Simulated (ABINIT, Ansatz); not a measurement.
# SnO (P6_3/mmc): zone-centre phonons, part 3 of 3

Wanted: the vibrations of SnO (P6_3/mmc) at Γ, by two programs.

ABINIT 10.8.3; DFT LDA, scalar-relativistic, plane waves, PseudoDojo norm-conserving pseudopotentials.

So far. Step 5 (Self-consistent run for the response): The cell stands at -0.63 GPa: the relaxation ran with a smoothed and higher cutoff, and the difference is a stress of the finite basis. Step 6 (Linear response at Γ): The acoustic modes at Γ come out as far as 2.3 cm⁻¹ from zero, where they should vanish, a small numerical error. The lowest optical mode is imaginary, 247i cm⁻¹, an instability at this level and on this k mesh. The relaxed cell has a = 3.323, c = 6.423 Å (conventional setting).

The structure was built from a prototype and need not be the compound's stable phase.

## 7. Zone-centre analysis

anaddb reads the merged derivatives and imposes the acoustic sum rule.

The input, anaddb.abi:

```
ddb_filepath "gamma_DDB"
output_file "anaddb.abo"
outdata_prefix "anaddb"
asr 1
chneut 1
enunit 2
eivec 1
nph1l 1
qph1l 0.0 0.0 0.0 1.0
```

The input, mrgddb.in:

```
gamma_DDB
merged
2
dfpt_gammao_DDB
gso_DDB
```

Launch:

```console
$ mrgddb < mrgddb.in > mrgddb.log
$ OMP_NUM_THREADS=1 anaddb anaddb.abi > anaddb.log
```

anaddb.abo, the main output file:

```text
-outvars_anaddb: echo values of input variables ----------------------

 Miscellaneous information :
      enunit         2
       eivec         1
         asr         1
 First list of wavevector (reduced coord.) :
       nph1l         1
       qph1l
                     0.00000000E+00  0.00000000E+00  0.00000000E+00    1.000E+00

================================================================================

 read the DDB information and perform some checks

  ==== Info on the Cryst% object ====
 Real(R)+Recip(G) space primitive vectors, cartesian coordinates (Bohr,Bohr^-1):
 R(1)=  6.2801713 -0.0000053  0.0000000  G(1)=  0.1592314  0.0919321  0.0000000
 R(2)= -3.1400811  5.4387905  0.0000000  G(2)=  0.0000002  0.1838645  0.0000000
 R(3)=  0.0000000  0.0000000 12.1378405  G(3)=  0.0000000  0.0000000  0.0823870
 Unit cell volume ucvol=  4.1458639E+02 bohr^3
 Angles (23,13,12)=  9.00000000E+01  9.00000000E+01  1.20000000E+02 degrees
 Time-reversal symmetry is present
 Reduced atomic positions [iatom, xred, symbol]:
    1)    0.0000000  0.0000000  0.0000000  Sn
    2)    0.0000000  0.0000000  0.5000000  Sn
    3)    0.3333333  0.6666667  0.2500000   O
    4)    0.6666667  0.3333333  0.7500000   O

 DDB file with 3 blocks has been read.

================================================================================

 Treat the first list of vectors

  Phonon wavevector (reduced coordinates) :  0.00000  0.00000  0.00000
 Phonon energies in Hartree :
  -1.123462E-03 -3.821366E-04 -3.821366E-04 -2.697385E-04 -2.697385E-04
   0.000000E+00  0.000000E+00  0.000000E+00  7.049530E-04  7.375228E-04
   7.375228E-04  9.682527E-04
 Phonon energies in meV     :
- -3.057097E+01 -1.039847E+01 -1.039847E+01 -7.339958E+00 -7.339958E+00
-  0.000000E+00  0.000000E+00  0.000000E+00  1.918275E+01  2.006902E+01
-  2.006902E+01  2.634750E+01
 Phonon frequencies in cm-1    :
- -2.465715E+02 -8.386930E+01 -8.386930E+01 -5.920075E+01 -5.920075E+01
-  0.000000E+00  0.000000E+00  0.000000E+00  1.547193E+02  1.618675E+02
-  1.618675E+02  2.125069E+02
 Phonon frequencies in Thz     :
- -7.392027E+00 -2.514338E+00 -2.514338E+00 -1.774794E+00 -1.774794E+00
-  0.000000E+00  0.000000E+00  0.000000E+00  4.638368E+00  4.852667E+00
-  4.852667E+00  6.370797E+00
 Phonon energies in Kelvin  :
- -3.547614E+02 -1.206692E+02 -1.206692E+02 -8.517667E+01 -8.517667E+01
-  0.000000E+00  0.000000E+00  0.000000E+00  2.226065E+02  2.328913E+02
-  2.328913E+02  3.057500E+02

 Eigendisplacements
 (will be given, for each mode : in cartesian coordinates
   for each atom the real part of the displacement vector,
   then the imaginary part of the displacement vector - absolute values smaller than 1.0d-7 are set to zero)
  Mode number    1   Energy   -1.123462E-03
 Attention : low frequency mode.
   (Could be unstable or acoustic mode)
;  1  0.00000000E+00  0.00000000E+00  5.23858639E-04
;     0.00000000E+00  0.00000000E+00  0.00000000E+00
;  2  0.00000000E+00  0.00000000E+00  5.23858639E-04
;     0.00000000E+00  0.00000000E+00  0.00000000E+00
;  3  0.00000000E+00  0.00000000E+00 -3.88685032E-03
;     0.00000000E+00  0.00000000E+00  0.00000000E+00
;  4  0.00000000E+00  0.00000000E+00 -3.88685032E-03
;     0.00000000E+00  0.00000000E+00  0.00000000E+00
  Mode number    2   Energy   -3.821366E-04
 Attention : low frequency mode.
   (Could be unstable or acoustic mode)
-  1  5.18102271E-04  7.74745980E-05  0.00000000E+00
-     0.00000000E+00  0.00000000E+00  0.00000000E+00
-  2  5.18102271E-04  7.74745980E-05  0.00000000E+00
-     0.00000000E+00  0.00000000E+00  0.00000000E+00
-  3 -3.84410506E-03 -5.74829548E-04  0.00000000E+00
-     0.00000000E+00  0.00000000E+00  0.00000000E+00
-  4 -3.84410506E-03 -5.74829548E-04  0.00000000E+00
-     0.00000000E+00  0.00000000E+00  0.00000000E+00
  Mode number    3   Energy   -3.821366E-04
 Attention : low frequency mode.
   (Could be unstable or acoustic mode)
-  1  7.74745980E-05 -5.18102271E-04  0.00000000E+00
-     0.00000000E+00  0.00000000E+00  0.00000000E+00
-  2  7.74745980E-05 -5.18102271E-04  0.00000000E+00
-     0.00000000E+00  0.00000000E+00  0.00000000E+00
-  3 -5.74829548E-04  3.84410506E-03  0.00000000E+00
-     0.00000000E+00  0.00000000E+00  0.00000000E+00
-  4 -5.74829548E-04  3.84410506E-03  0.00000000E+00
-     0.00000000E+00  0.00000000E+00  0.00000000E+00
  Mode number    4   Energy   -2.697385E-04
 Attention : low frequency mode.
   (Could be unstable or acoustic mode)
-  1  1.49235679E-03  2.88893835E-04  0.00000000E+00
-     0.00000000E+00  0.00000000E+00  0.00000000E+00
-  2 -1.49235679E-03 -2.88893835E-04  0.00000000E+00
-     0.00000000E+00  0.00000000E+00  0.00000000E+00
-  3  0.00000000E+00  0.00000000E+00  0.00000000E+00
-     0.00000000E+00  0.00000000E+00  0.00000000E+00
-  4  0.00000000E+00  0.00000000E+00  0.00000000E+00
-     0.00000000E+00  0.00000000E+00  0.00000000E+00
  Mode number    5   Energy   -2.697385E-04
 Attention : low frequency mode.
   (Could be unstable or acoustic mode)
-  1  2.88893835E-04 -1.49235679E-03  0.00000000E+00
-     0.00000000E+00  0.00000000E+00  0.00000000E+00
-  2 -2.88893835E-04  1.49235679E-03  0.00000000E+00
-     0.00000000E+00  0.00000000E+00  0.00000000E+00
-  3  0.00000000E+00  0.00000000E+00  0.00000000E+00
-     0.00000000E+00  0.00000000E+00  0.00000000E+00
-  4  0.00000000E+00  0.00000000E+00  0.00000000E+00
-     0.00000000E+00  0.00000000E+00  0.00000000E+00
  Mode number    6   Energy    0.000000E+00
 Attention : low frequency mode.
   (Could be unstable or acoustic mode)
-  1  0.00000000E+00  0.00000000E+00 -1.42694098E-03
-     0.00000000E+00  0.00000000E+00  0.00000000E+00
-  2  0.00000000E+00  0.00000000E+00 -1.42694098E-03
-     0.00000000E+00  0.00000000E+00  0.00000000E+00
-  3  0.00000000E+00  0.00000000E+00 -1.42694066E-03
-     0.00000000E+00  0.00000000E+00  0.00000000E+00
-  4  0.00000000E+00  0.00000000E+00 -1.42694066E-03
-     0.00000000E+00  0.00000000E+00  0.00000000E+00
  Mode number    7   Energy    0.000000E+00
 Attention : low frequency mode.
   (Could be unstable or acoustic mode)
-  1  0.00000000E+00  1.42693944E-03  0.00000000E+00
-     0.00000000E+00  0.00000000E+00  0.00000000E+00
-  2  0.00000000E+00  1.42693944E-03  0.00000000E+00
-     0.00000000E+00  0.00000000E+00  0.00000000E+00
-  3  0.00000000E+00  1.42695211E-03  0.00000000E+00
-     0.00000000E+00  0.00000000E+00  0.00000000E+00
-  4  0.00000000E+00  1.42695211E-03  0.00000000E+00
-     0.00000000E+00  0.00000000E+00  0.00000000E+00
  Mode number    8   Energy    0.000000E+00
 Attention : low frequency mode.
   (Could be unstable or acoustic mode)
-  1  1.42693944E-03  0.00000000E+00  0.00000000E+00
-     0.00000000E+00  0.00000000E+00  0.00000000E+00
-  2  1.42693944E-03  0.00000000E+00  0.00000000E+00
-     0.00000000E+00  0.00000000E+00  0.00000000E+00
-  3  1.42695211E-03  0.00000000E+00  0.00000000E+00
-     0.00000000E+00  0.00000000E+00  0.00000000E+00
-  4  1.42695211E-03  0.00000000E+00  0.00000000E+00
-     0.00000000E+00  0.00000000E+00  0.00000000E+00
  Mode number    9   Energy    7.049530E-04
;  1  0.00000000E+00  0.00000000E+00  0.00000000E+00
;     0.00000000E+00  0.00000000E+00  0.00000000E+00
;  2  0.00000000E+00  0.00000000E+00  0.00000000E+00
;     0.00000000E+00  0.00000000E+00  0.00000000E+00
;  3  0.00000000E+00  0.00000000E+00  4.14050299E-03
;     0.00000000E+00  0.00000000E+00  0.00000000E+00
;  4  0.00000000E+00  0.00000000E+00 -4.14050299E-03
;     0.00000000E+00  0.00000000E+00  0.00000000E+00
  Mode number   10   Energy    7.375228E-04
-  1  0.00000000E+00  0.00000000E+00  0.00000000E+00
-     0.00000000E+00  0.00000000E+00  0.00000000E+00
-  2  0.00000000E+00  0.00000000E+00  0.00000000E+00
-     0.00000000E+00  0.00000000E+00  0.00000000E+00
-  3  4.76808870E-04 -4.11295737E-03  0.00000000E+00
-     0.00000000E+00  0.00000000E+00  0.00000000E+00
-  4 -4.76808870E-04  4.11295737E-03  0.00000000E+00
-     0.00000000E+00  0.00000000E+00  0.00000000E+00
  Mode number   11   Energy    7.375228E-04
-  1  0.00000000E+00  0.00000000E+00  0.00000000E+00
-     0.00000000E+00  0.00000000E+00  0.00000000E+00
-  2  0.00000000E+00  0.00000000E+00  0.00000000E+00
-     0.00000000E+00  0.00000000E+00  0.00000000E+00
-  3  4.11295737E-03  4.76808870E-04  0.00000000E+00
-     0.00000000E+00  0.00000000E+00  0.00000000E+00
-  4 -4.11295737E-03 -4.76808870E-04  0.00000000E+00
-     0.00000000E+00  0.00000000E+00  0.00000000E+00
  Mode number   12   Energy    9.682527E-04
;  1  0.00000000E+00  0.00000000E+00  1.52006199E-03
;     0.00000000E+00  0.00000000E+00  0.00000000E+00
;  2  0.00000000E+00  0.00000000E+00 -1.52006199E-03
;     0.00000000E+00  0.00000000E+00  0.00000000E+00
;  3  0.00000000E+00  0.00000000E+00  0.00000000E+00
;     0.00000000E+00  0.00000000E+00  0.00000000E+00
;  4  0.00000000E+00  0.00000000E+00  0.00000000E+00
;     0.00000000E+00  0.00000000E+00  0.00000000E+00

 Analysis of degeneracies and characters (maximum tolerance=1.00E-06 a.u.)
 For each vibration mode, or group of modes if degenerate,
 the characters are given for each symmetry operation (see the list in the log file).
 Symmetry characters of vibration mode #   1
  1.0 -1.0  1.0 -1.0  1.0 -1.0  1.0 -1.0  1.0 -1.0  1.0 -1.0  1.0 -1.0  1.0 -1.0
  1.0 -1.0  1.0 -1.0  1.0 -1.0  1.0 -1.0
 Symmetry characters of vibration mode #   2
        degenerate with vibration mode #   3
  2.0 -2.0  0.0 -0.0  1.0 -1.0  0.0 -0.0 -1.0  1.0  0.0 -0.0 -2.0  2.0 -0.0  0.0
 -1.0  1.0 -0.0  0.0  1.0 -1.0 -0.0  0.0
 Symmetry characters of vibration mode #   4
        degenerate with vibration mode #   5
  2.0 -2.0  0.0 -0.0 -1.0  1.0  0.0  0.0 -1.0  1.0 -0.0  0.0  2.0 -2.0  0.0 -0.0
 -1.0  1.0 -0.0  0.0 -1.0  1.0 -0.0  0.0
 Symmetry characters of vibration mode #   6
       degenerate with vibration modes #   7 to    8
  3.0 -3.0  1.0 -1.0  2.0 -2.0  1.0 -1.0  0.0 -0.0  1.0 -1.0 -1.0  1.0  1.0 -1.0
  0.0 -0.0  1.0 -1.0  2.0 -2.0  1.0 -1.0
 Symmetry characters of vibration mode #   9
  1.0  1.0 -1.0 -1.0 -1.0 -1.0  1.0  1.0  1.0  1.0 -1.0 -1.0 -1.0 -1.0  1.0  1.0
  1.0  1.0 -1.0 -1.0 -1.0 -1.0  1.0  1.0
 Symmetry characters of vibration mode #  10
        degenerate with vibration mode #  11
  2.0  2.0 -0.0 -0.0 -1.0 -1.0 -0.0 -0.0 -1.0 -1.0  0.0  0.0  2.0  2.0 -0.0 -0.0
 -1.0 -1.0 -0.0 -0.0 -1.0 -1.0  0.0  0.0
 Symmetry characters of vibration mode #  12
  1.0 -1.0 -1.0  1.0 -1.0  1.0  1.0 -1.0  1.0 -1.0 -1.0  1.0 -1.0  1.0  1.0 -1.0
  1.0 -1.0 -1.0  1.0 -1.0  1.0  1.0 -1.0
-
```

Wall time 0.51 s (1 thread of Arm Neoverse V1, shared host).

No LO-TO term; unit eigenvectors of the mass-weighted matrix, from anaddb's displacements. The modes at Γ (shares of kinetic energy by element, %) (negative means imaginary):

```
mode  frequency (cm⁻¹)  Sn %  O %
   1            -246.6    12   88
   2             -83.9    12   88
   3             -83.9    12   88
   4             -59.2   100    0
   5             -59.2   100    0
   6               0.0    88   12
   7               0.0    88   12
   8               0.0    88   12
   9             154.7     0  100
  10             161.9     0  100
  11             161.9     0  100
  12             212.5   100    0
```

Displacements in mode 1 (-246.6 cm⁻¹), the largest set to 1:
```
Sn1  0.00  0.00  0.13
Sn2  0.00  0.00  0.13
O3   0.00  0.00 -1.00
O4   0.00  0.00 -1.00
```

Displacements in mode 10 (161.9 cm⁻¹), the largest set to 1:
```
Sn1  0.00  0.00  0.00
Sn2  0.00  0.00  0.00
O3   0.12 -1.00  0.00
O4  -0.12  1.00  0.00
```

The rule moves no optical mode by more than 0.3 cm⁻¹.

## 8. Cross-check with Ansatz

The same cell goes through another code at the same cutoff. The files are of one family, but Ansatz's library holds files of its own making for some heavy elements, so those for Sn may differ.

This step: DFT LDA, scalar-relativistic, plane waves, norm-conserving pseudopotentials of its library (PseudoDojo's, some remade) (Ansatz 0.2.0).

The input, input.yaml:

```yaml
crystal:
  lattice:
    - [3.3233235342, -2.798e-06, 0.0]
    - [-1.661659344, 2.8780840046, 0.0]
    - [0.0, 0.0, 6.4230685711]
  atoms:
    - { symbol: Sn, position: [0.0, 0.0, 0.0] }
    - { symbol: Sn, position: [0.0, 0.0, 0.5] }
    - { symbol: O, position: [0.3333333333, 0.6666666667, 0.25] }
    - { symbol: O, position: [0.6666666667, 0.3333333333, 0.75] }
kpoints:
  mp_grid: { grid: [12, 12, 6] }
hamiltonian:
  xc: lda
  pseudopotentials: { kind: nc, accuracy: standard }
scf:
  occupations: { method: fermi_dirac, width: 0.27211 }
output:
  eigenvalues: true
basis:
  ecutwfc: 979.61
phonons:
  method: dfpt
```

Launch:

```console
$ ansatz run input.yaml --threads 8 --pin off --max-ram 16384MiB --backend cpu --events-out ev --progress --plain --runs-dir out
```

The program printed:

```text
Warning: basis.ecutwfc = 979.61 eV is below the records' recommended 1142.878222 eV, and the density's cutoff is lower with it unless basis.ecutrho_ratio is high enough to keep the records' density cutoff: compare with a run at a higher cutoff
band count auto-derived: 26 (N_el = 40.0; filled up to band 20; 24 by the electrons, moments and atoms)
Engine: ansatz 0.2.0, aarch64-unknown-linux-gnu
Pseudopotentials: kind: nc
Pseudopotential: Sn, nc, valence charge 14, recommended cutoff 979.609905 eV (normal), Sn.nc.azcp (PseudoDojo's, or run here from an input of PseudoDojo's; its table is named by hamiltonian.pseudopotentials.accuracy)
Pseudopotential: O, nc, valence charge 6, recommended cutoff 1142.878222 eV (normal), O.nc.azcp (PseudoDojo's, or run here from an input of PseudoDojo's; its table is named by hamiltonian.pseudopotentials.accuracy)
Functional definition: SPW92
  exchange = slater_x
  correlation = pw_c
Crystal: 4 atoms, lattice volume = 61.435 Å³
Basis set: ecut = 979.61 eV, 4311 PW (Γ), exchange–correlation on 72×72×144 points (8 copies of the dense FFT grid, shifted against one another)
Bands: 26, of which v1, the nominal top of the filled ones, is band 20 counted from 1 (19 counted from 0)
Symmetry: 24 space group operations
k-points: 242 of 864 (irreducible under 2 space group operations, time reversal used)
Non-local potential: Sn, projectors of the file, l = 0: 2, l = 1: 2, l = 2: 2
Non-local potential: O, projectors of the file, l = 0: 2, l = 1: 2, l = 2: 1
Initial density: superposition of atomic densities (chi_scale 0.1, normalization cell, long waves kept (reshape's long-wave potential 0.00 eV rms))
Initial wavefunctions: pseudopotential atomic-orbital guess
Functional: x = slater, c = lda
SCF iter   1: F=—  HF=-5174.078851 eV  |F-HF|=—  |Δ(HF+E_count)|=         —  Δρ=5.32e-2  dr2=1.20e0  ethr=3.10e-3  ⟨swp⟩=5.3  Hψ=25154  notcnv=0
preconditioner: auto → Kerker (q_TF=auto, 2.540 Å⁻¹)  [metal: Δε(μ)=0.059 eV  Ē_g=18.853 eV  σ=0.272 eV  W_gap=0.05  n_scr=22 (ndim 8)  ℏωp=30.0 eV  f_vac=0.000  D(μ)=0.79/eV (n_scr^D=2)]
SCF iter   2: F=—  HF=-5173.773806 eV  |F-HF|=—  |Δ(HF+E_count)|=   3.05e-1  Δρ=1.96e-2  dr2=2.41e-1  ethr=3.01e-3  ⟨swp⟩=2.7  Hψ=10854  notcnv=0
SCF iter   3: F=—  HF=-5173.708689 eV  |F-HF|=—  |Δ(HF+E_count)|=   6.51e-2  Δρ=1.03e-2  dr2=6.46e-2  ethr=6.03e-4  ⟨swp⟩=2.0  Hψ=10851  notcnv=0
SCF iter   4: F=—  HF=-5173.686150 eV  |F-HF|=—  |Δ(HF+E_count)|=   2.25e-2  Δρ=2.35e-3  dr2=4.66e-3  ethr=1.61e-4  ⟨swp⟩=2.2  Hψ=11024  notcnv=0
SCF iter   5: F=—  HF=-5173.685216 eV  |F-HF|=—  |Δ(HF+E_count)|=   9.34e-4  Δρ=5.81e-4  dr2=2.42e-4  ethr=1.17e-5  ⟨swp⟩=2.1  Hψ=8937  notcnv=0
SCF iter   6: F=—  HF=-5173.685227 eV  |F-HF|=—  |Δ(HF+E_count)|=   1.15e-5  Δρ=1.19e-4  dr2=6.58e-6  ethr=6.06e-7  ⟨swp⟩=1.0  Hψ=6314  notcnv=0
SCF iter   7: F=—  HF=-5173.685218 eV  |F-HF|=—  |Δ(HF+E_count)|=   9.31e-6  Δρ=2.43e-5  dr2=1.94e-7  ethr=1.64e-8  ⟨swp⟩=2.7  Hψ=11182  notcnv=0
SCF iter   8: F=—  HF=-5173.685201 eV  |F-HF|=—  |Δ(HF+E_count)|=   1.73e-5  Δρ=3.03e-6  dr2=4.51e-9  ethr=4.84e-10  ⟨swp⟩=2.0  Hψ=10168  notcnv=0
SCF iter   9: F=—  HF=-5173.685201 eV  |F-HF|=—  |Δ(HF+E_count)|=   1.76e-9  Δρ=5.83e-7  dr2=2.80e-10  ethr=1.13e-11  ⟨swp⟩=3.0  Hψ=13336  notcnv=0
SCF iter  10: F=-5173.685201 eV  HF=-5173.685201 eV  |F-HF|=3.64e-12  |Δ(HF+E_count)|=  5.09e-11  Δρ=1.05e-7  dr2=9.10e-12  ethr=1.00e-12  ⟨swp⟩=5.9  Hψ=36360  notcnv=0
the search or the solves at the SCF's close seem to have found levels that the self-consistency loop had missed (the run counts 3). By its estimate they hold under 1e-12 electrons; where the run keeps them, the occupations were computed again with them
SCF 1 converged in 10 iterations: F = -5173.685201 eV  dr2 = 9.10e-12
DFPT response loops at Γ: preconditioner auto → Kerker (q_TF=auto, 2.540 Å⁻¹) (partly filled bands, converged f_vac=0.000); β = 1.00, the filter's whole step (`scf.mixing.beta` (0.50) is not read by the response loops under this deck's `scf.mixing.preconditioner`; to damp them name `kerker` or `kerker_dos`, under which they read `scf.mixing.beta`, and type it under 1.00, their step now; both keys bind the ground state too); Broyden in place of MSR1
SCF converged after 10 iterations
Free energy (F): -5173.685201 eV
Harris-Foulkes:  -5173.685201 eV  (|F-HF|=3.64e-12)
Internal energy: -5173.500523 eV  (E = F + TS)
E sigma→0 (E₀):  -5173.592862 eV
Entropy (-TS):   -0.184678 eV (-46.169 meV/atom)
Fermi energy:    11.837186 eV
--- Per-component energies (eV) ---
  E_band       = -105.202966
  E_kinetic    = 3143.475905
  E_local      = -2962.521436  (includes V_loc(G=0)·N_el)
  E_nonlocal   = -1349.980810
  E_hartree    = 999.372996
  E_xc         = -1404.272866
  E_vxc        = -934.922644  (∫ρ·V_xc dr)
  E_ewald      = -3599.574312
  E_smearing   = -0.184678  (= −TS)
  E_closure    = -0.000000  (closes the sum)
  Σ components = -5173.685201   (vs F -5173.685201, Δ=0.00e0)
--- Band table (eV; the first three rows and the last of 242) ---
  k-point 0: bands = [... 16 lower, 8.5927, 8.8235, 8.8235, 11.3755, 12.3512, 18.3470, 18.3470, 18.8626, ... 2 higher]
  k-point 1: bands = [... 16 lower, 8.6087, 8.8087, 8.8087, 10.8992, 12.8688, 17.5954, 18.4007, 18.4007, ... 2 higher]
  k-point 2: bands = [... 16 lower, 8.6523, 8.7677, 8.7677, 10.1243, 13.7798, 16.1536, 18.5643, 18.5643, ... 2 higher]
  k-point 241: bands = [... 16 lower, 7.7571, 7.7571, 10.4054, 10.4054, 12.9518, 12.9518, 15.5280, 15.5280, ... 2 higher]
--- Phonons (Γ-DFPT): 4 representative perturbations + reference, on 242 of 864 k-points (Σ response iterations 13) ---
  k mesh reduced under 2 symmetry operations, with k and −k counted as one. Each operation leaves every solved perturbation unchanged. A smaller set is not used because it would not reduce the number of displacements times k-points to solve
  ASR residual: 6.432e-4 → 0.000e0 eV/Å²; symmetrization residual: 1.083e-4 eV/Å²
  ASR residual per site (eV/Å²): 5.16e-5 5.16e-5 6.43e-4 6.43e-4
  Γ frequencies (cm⁻¹): -246.56 -83.86 -83.86 -59.20 -59.20 0.00 0.00 0.00 154.74 161.91 161.91 212.51
  non-analytic LO–TO correction: not included (Born effective charges unavailable; polar crystals: no LO–TO splitting at Γ)
```

It took 73 s on 8 threads; peak memory 3.2 GiB; 9.4 min of CPU time.

Read from the output:

| Property | Result |
| --- | --- |
| sum-rule residual before enforcement | 6.43e-4 eV/Å² |

## 9. The two compared: ABINIT PseudoDojo and Ansatz, library NC

Worked out from the results:

```
root-mean-square difference : 0.02 cm⁻¹
largest difference          : 0.04 cm⁻¹
```

Frequencies side by side, by row:

```
q (reciprocal lattice)  mode  ABINIT PseudoDojo (cm⁻¹)  Ansatz, library NC (cm⁻¹)
                 0 0 0     1                    -246.6                     -246.6
                 0 0 0     2                    -83.87                     -83.86
                 0 0 0     3                    -83.87                     -83.86
                 0 0 0     4                     -59.2                      -59.2
                 0 0 0     5                     -59.2                      -59.2
                 0 0 0     6                         0                          0
                 0 0 0     7                         0                          0
                 0 0 0     8                         0                          0
                 0 0 0     9                     154.7                      154.7
                 0 0 0    10                     161.9                      161.9
                 0 0 0    11                     161.9                      161.9
                 0 0 0    12                     212.5                      212.5
```

At the zone centre the largest difference (acoustic modes at Γ apart) is 0.02 % of the highest mode.

## 10. What came out

```yaml
space_group_after_relaxation: P6_3/mmc
volume_per_atom: 15.4 Å³
highest_optical_zone_centre_mode_no_lo_to_term: 212.5 cm⁻¹
lowest_optical_zone_centre_mode: -246.6 cm⁻¹
imaginary_optical_modes_at_the_zone_centre_no_q_mesh_in_this_session: yes
largest_difference_from_ansatz_library_nc: 0.04 cm⁻¹
```

**Reading.** At the LDA level the optical modes of SnO (P6_3/mmc) at the zone centre run from 247i to 213 cm⁻¹, so the structure is a saddle point, with 5 modes beyond 10i cm⁻¹ there. The base run prints -0.63 GPa, mostly the error of a finite basis; the relaxation, with a smoothed and higher cutoff, had brought the cell to rest. ABINIT PseudoDojo and Ansatz, library NC agree to 0.04 cm⁻¹ (0.02 % of the highest mode compared) on all solved modes but the acoustic ones at Γ, without the LO-TO term. These are harmonic frequencies: anharmonic shifts and widths and the lattice's thermal expansion are left out. The Fermi-Dirac smearing of 0.01 Ha is an electronic temperature of 3158 K, which adds a pressure of its own and can shift the volume and soft modes. In a metal the frequencies hang on the k mesh and the smearing, most of all near Kohn anomalies. The published file for Sn has no f projectors, which tends to make oxide cells too large. Ansatz warns that the cutoff lies 14 % under the one recommended for these files; agreement at one cutoff is not convergence. The structure is a hypothetical one, built on a prototype.

[Host names and launcher messages were left out of these logs when they were recorded.]

[Logs are printed without paths, hosts, clocks, repeated set-up lines and the standing remarks that a program may print on its own settings, such as how far it seeks lower states.]

[Hosts, paths, dates, database ids (printed as entryN), source tags and the programs' standing remarks are cut or masked in the printed files.]
